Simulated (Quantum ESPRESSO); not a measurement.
# AlN (F-43m): the optical phonon under strain

How far does biaxial strain in the (001) plane shift the zone-centre optical mode of AlN (F-43m)?

Calculated with Quantum ESPRESSO 7.5; DFT LDA, scalar-relativistic, plane waves, JTH PAW pseudopotentials.

## Step 1: The relaxed structure

It takes space group F-43m (No. 216, cubic). The conventional cell has a = 4.338 Å, b = 4.338 Å, c = 4.338 Å, α = 90.00°, β = 90.00°, γ = 90.00°. Nearest to Al lie 4 N at 1.88 Å. Nearest to N lie 4 Al at 1.88 Å. Farther neighbours and most contacts between anions are not listed.

This is the cell after its relaxation at this level of theory, not the database cell from which that began.

## Step 2: Uniaxial strain

The relaxed cell is stretched along z alone. This keeps all atoms on sites fixed by symmetry and splits the threefold mode into a singlet, polarised along z, and a doublet. The macroscopic field is left out, so these are transverse modes. Cutoff 60 Ry, k mesh 8×8×8.

From the response at ε_zz = 0.01:

What it wrote:

```text
[banners, grids, parts of the stress and lines that vanish by symmetry left out]
Program PHONON v.7.5
     Reading xml data from directory:

[...]
Exchange-correlation= PW
                           (   1   4   0   0   0   0   0)
[...]
kinetic-energy cut-off    =      60.0000  Ry
     charge density cut-off    =     480.0000  Ry
     convergence threshold     =      1.0E-18
[...]
Exchange-correlation= PW
                           (   1   4   0   0   0   0   0)
[...]
q = (   0.0000000   0.0000000   0.0000000 )
      9 Sym.Ops. (with q -> -q+G )
     G cutoff =  412.5741  (  24685 G-vectors)     FFT grid: ( 45, 45, 45)
     G cutoff =  206.2871  (   8713 G-vectors)  smooth grid: ( 30, 30, 30)
     number of k points=    59
[...]
Mode symmetry, D_2d (-42m) point group:
[...]
Representation #   1 mode #   1
[...]
End of self-consistent calculation
     Convergence has been achieved
     Representation #   2 mode #   2
[...]
End of self-consistent calculation
     Convergence has been achieved
     Representation #   3 modes #   3   4
[...]
End of self-consistent calculation
     Convergence has been achieved
     Representation #   4 modes #   5   6
[...]
End of self-consistent calculation
     Convergence has been achieved
[...]
q = (    0.000000000   0.000000000   0.000000000 )
[...]
freq (    1) =       0.035698 [THz] =       1.190750 [cm-1]
     freq (    2) =       0.035698 [THz] =       1.190750 [cm-1]
     freq (    3) =       0.035780 [THz] =       1.193496 [cm-1]
     freq (    4) =      19.700341 [THz] =     657.132631 [cm-1]
     freq (    5) =      19.700341 [THz] =     657.132631 [cm-1]
     freq (    6) =      19.841697 [THz] =     661.847764 [cm-1]
[...]
Mode symmetry, D_2d (-42m) point group:
     freq (   1-   1) =          1.2  [cm-1]   --> B_2  X_3  W_2   I+R
     freq (   2-   3) =          1.2  [cm-1]   --> E    X_5  W_3   I+R
     freq (   4-   5) =        657.1  [cm-1]   --> E    X_5  W_3   I+R
     freq (   6-   6) =        661.8  [cm-1]   --> B_2  X_3  W_2   I+R

   JOB DONE.
```

```
  ε_zz  singlet (cm⁻¹)  doublet (cm⁻¹)  σ_zz (GPa)  σ_xx (GPa)
 -0.01          674.53          679.75      -3.254      -1.955
-0.005          671.50          674.05      -1.734      -1.072
     0          668.38          668.38      -0.219      -0.219
 0.005          665.16          662.74       1.293       0.605
  0.01          661.85          657.13       2.798       1.399
```

Stress is counted positive in tension.

## Step 3: The fit

To first order ω² − ω₀² = p ε_zz + q (ε_xx + ε_yy) for the mode along z, and likewise for x and y. With ε_zz alone the singlet gives p and the doublet q.

The linear terms of parabolas through ω² are p = -1.90 ω₀² and q = -3.38 ω₀², with ω₀ = 668.4 cm⁻¹. Those of the stresses are C11 = 303 GPa and C12 = 168 GPa. Under hydrostatic strain p and q imply γ = −(p + 2q)/(6 ω₀²) = 1.44.

A layer held to an in-plane strain ε and free along z takes ε_zz = −2 (C12/C11) ε = -1.108 ε. To first order the singlet then shifts by (q − p C12/C11) ε / ω₀ = -1560 ε cm⁻¹. For ε = 0.006, ε_zz = -0.00665, the formulas for ω² predict 658.96 cm⁻¹ for the singlet and 665.31 cm⁻¹ for the doublet.

## Step 4: A biaxially strained cell

This run was no part of the fit.

What it wrote:

```text
[banners, grids, parts of the stress and lines that vanish by symmetry left out]
[banner, memory and clock lines left out]
Program PHONON v.7.5

[...]
Exchange-correlation= PW
                           (   1   4   0   0   0   0   0)
[...]
kinetic-energy cut-off    =      60.0000  Ry
     charge density cut-off    =     480.0000  Ry
     convergence threshold     =      1.0E-18
[...]
Exchange-correlation= PW
                           (   1   4   0   0   0   0   0)
[...]
q = (   0.0000000   0.0000000   0.0000000 )
      9 Sym.Ops. (with q -> -q+G )
     G cutoff =  408.2199  (  24621 G-vectors)     FFT grid: ( 45, 45, 45)
     G cutoff =  204.1100  (   8705 G-vectors)  smooth grid: ( 30, 30, 30)
     number of k points=    59
[...]
Mode symmetry, D_2d (-42m) point group:
[...]
Representation #   1 mode #   1
[...]
End of self-consistent calculation
     Convergence has been achieved
     Representation #   2 mode #   2
[...]
End of self-consistent calculation
     Convergence has been achieved
     Representation #   3 modes #   3   4
[...]
End of self-consistent calculation
     Convergence has been achieved
     Representation #   4 modes #   5   6
[...]
End of self-consistent calculation
     Convergence has been achieved
[...]
q = (    0.000000000   0.000000000   0.000000000 )
[...]
freq (    1) =       0.052227 [THz] =       1.742120 [cm-1]
     freq (    2) =       0.052227 [THz] =       1.742120 [cm-1]
     freq (    3) =       0.052297 [THz] =       1.744448 [cm-1]
     freq (    4) =      19.755957 [THz] =     658.987807 [cm-1]
     freq (    5) =      19.941379 [THz] =     665.172818 [cm-1]
     freq (    6) =      19.941379 [THz] =     665.172818 [cm-1]
[...]
Mode symmetry, D_2d (-42m) point group:
     freq (   1-   1) =          1.7  [cm-1]   --> B_2  X_3  W_2   I+R
     freq (   2-   3) =          1.7  [cm-1]   --> E    X_5  W_3   I+R
     freq (   4-   4) =        659.0  [cm-1]   --> B_2  X_3  W_2   I+R
     freq (   5-   6) =        665.2  [cm-1]   --> E    X_5  W_3   I+R
```

```
   mode  predicted (cm⁻¹)  run (cm⁻¹)
singlet            658.96      658.99
doublet            665.31      665.17
```

The stress along z is -0.189 GPa and that in the plane 1.459 GPa; the unstrained cell carries -0.219 GPa.

## Step 5: Outcome

| Property | Result |
| --- | --- |
| p (in units of the squared frequency) | -1.897 |
| q (same units) | -3.385 |
| shift of the singlet per unit of biaxial strain | -1560 cm⁻¹ |
| C11 and C12 | 303 and 168 GPa |

What this shows: To first order, one per cent of tensile biaxial strain moves the singlet of AlN (F-43m) by -15.6 cm⁻¹ and the doublet by -5.1 cm⁻¹; the formulas miss the test run by up to 0.14 cm⁻¹. In backscattering from (001) the mode polarised along z is the one seen in diamond and zinc-blende crystals; in a polar crystal it is the LO mode, whose potentials differ somewhat from these. The third potential, r, needs shear strain and a relaxation of the atoms, which was not run. These are harmonic values at zero temperature.

[Host names and launcher messages were left out of these logs when they were recorded.]

[Logs are printed without paths, hosts, clocks, repeated set-up lines and the standing remarks that a program may print on its own settings, such as how far it seeks lower states.]

[Hosts, paths, dates, database ids (printed as entryN), source tags and the programs' standing remarks are cut or masked in the printed files.]
